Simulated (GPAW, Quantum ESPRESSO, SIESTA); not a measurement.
# In-plane stress of bcc Mo under biaxial strain, SIESTA DZP, PBE

Calculated with SIESTA 5.4.2: PBE; DZP orbitals, shift 0.01 Ry, mesh 400 Ry; k-mesh 10×10×10. The first two cell vectors are strained alike from typed lattice constants; the third vector's length and the atoms are relaxed. The geometries are those relaxed at QE, PBE.

```
in-plane strain (%)  in-plane stress (GPa, compression positive)
                 -4                                        22.88
                 -3                                        16.42
                 -2                                            ?
                 -1                                        4.105
                  0                                       -1.288
                 +1                                       -6.309
                 +2                                       -11.28
                 +3                                       -15.27
                 +4                                       -18.72
```

**Question.** Fit a second-order form in the logarithmic strain to the rows given and interpolate to the withheld row.

Worked fit:

With u = ln[(1 + ε)/(1 + ε0)], counted from the row at ε0 = +0 % where y0 = -1.288, a second-order form y = y0 + a u + b u² makes v = (y − y0)/u a line in u.

| u | v |
| --- | --- |
| -0.0408220 | -592.034 |
| -0.0304592 | -581.368 |
| -0.0100503 | -536.599 |
| 0.00995033 | -504.606 |
| 0.0198026 | -504.580 |
| 0.0295588 | -473.023 |
| 0.0392207 | -444.459 |

With n = 7: mean u = 0.00245728, mean v = -519.524, Σ(u − ū)² = 0.0055561, Σ(u − ū)(v − v̄) = 9.7783. Slope b = 9.7783 / 0.0055561 = 1759.9; intercept a = v̄ − b ū = -523.85.

At the withheld row u = -0.02020, v = a + b u = -559.4, and y = y0 + u v.

Prediction at -2: 10.01 GPa. The run gave 10.07 GPa, so the fit is low by 0.057 GPa (0.56 % of the value).

The first-order term gives a biaxial modulus of 524 GPa at ε0. The second-order term makes up 6.4 % of v at the withheld row. Among the rows given, the largest miss of the fit is at +4, by 0.41 GPa (0.98 % of the range of the table).

Limits: The nuclei are static. The DFT runs use Fermi–Dirac occupations of width 0.1 eV, and energies are free energies.

[Logs are printed without paths, hosts, clocks, repeated set-up lines and the standing remarks that a program may print on its own settings, such as how far it seeks lower states.]

[Hosts, paths, dates, database ids (printed as entryN), source tags and the programs' standing remarks are cut or masked in the printed files.]
